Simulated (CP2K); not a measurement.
Two runs for the C K edge of thiophenol. Run A: CP2K XAS_TDP, all-electron GAPW, PBEh(45%), aug-cc-pVDZ, TDA, no relativity. Run B differs in one setting.

First lines with a strength over 0.0015. A:

```
                    atom  energy (eV)  states  strength, one atom
C2 (bonded to 2 C and S)       282.35       1              0.0560
                               284.35       1              0.0339
                               285.64       1              0.0041
                               286.86       1              0.0015
                               287.74       1              0.0038
C3 (bonded to 2 C and H)       281.49       1              0.0498
                               284.21       1              0.0111
                               285.13       1              0.0016
                               285.32       1              0.0023
                               286.16       1              0.0034
C4 (bonded to 2 C and H)       281.40       1              0.0530
                               284.32       1              0.0106
                               285.25       1              0.0017
                               286.08       2              0.0051
                               286.29       1              0.0018
C5 (bonded to 2 C and H)       281.47       1              0.0510
                               284.18       1              0.0098
                               285.12       1              0.0020
                               285.99       1              0.0025
                               286.18       1              0.0019
```

B:

```
                    atom  energy (eV)  states  strength, one atom
C2 (bonded to 2 C and S)       287.44       1              0.0550
                               289.44       1              0.0333
                               290.73       1              0.0040
                               291.94       1              0.0015
                               292.83       1              0.0037
C3 (bonded to 2 C and H)       287.09       1              0.0488
                               289.82       1              0.0109
                               290.74       1              0.0015
                               290.93       1              0.0022
                               291.77       1              0.0034
C4 (bonded to 2 C and H)       287.14       1              0.0519
                               290.07       1              0.0104
                               290.99       1              0.0017
                               291.83       2              0.0050
                               292.03       1              0.0017
C5 (bonded to 2 C and H)       287.17       1              0.0500
                               289.88       1              0.0096
                               290.83       1              0.0019
                               291.69       1              0.0025
                               291.88       1              0.0019
```

Which was it: the basis, scalar relativity switched on, the functional, GW2X switched on?

GW2X switched on. GW2X shifts an atom's lines together and keeps their spacings. Against PBEh(45%) in aug-cc-pVDZ, the leading lines move by +5.09 eV (C2, to 287.44), +5.60 eV (C3, to 287.09), +5.74 eV (C4, to 287.14) and +5.70 eV (C5, to 287.17).

[Banner, clock and machine lines of the logs are left out without a mark of their own.]

[Logs are printed without paths, hosts, clocks, repeated set-up lines and the standing remarks that a program may print on its own settings, such as how far it seeks lower states.]

[Hosts, paths, dates, database ids (printed as entryN), source tags and the programs' standing remarks are cut or masked in the printed files.]
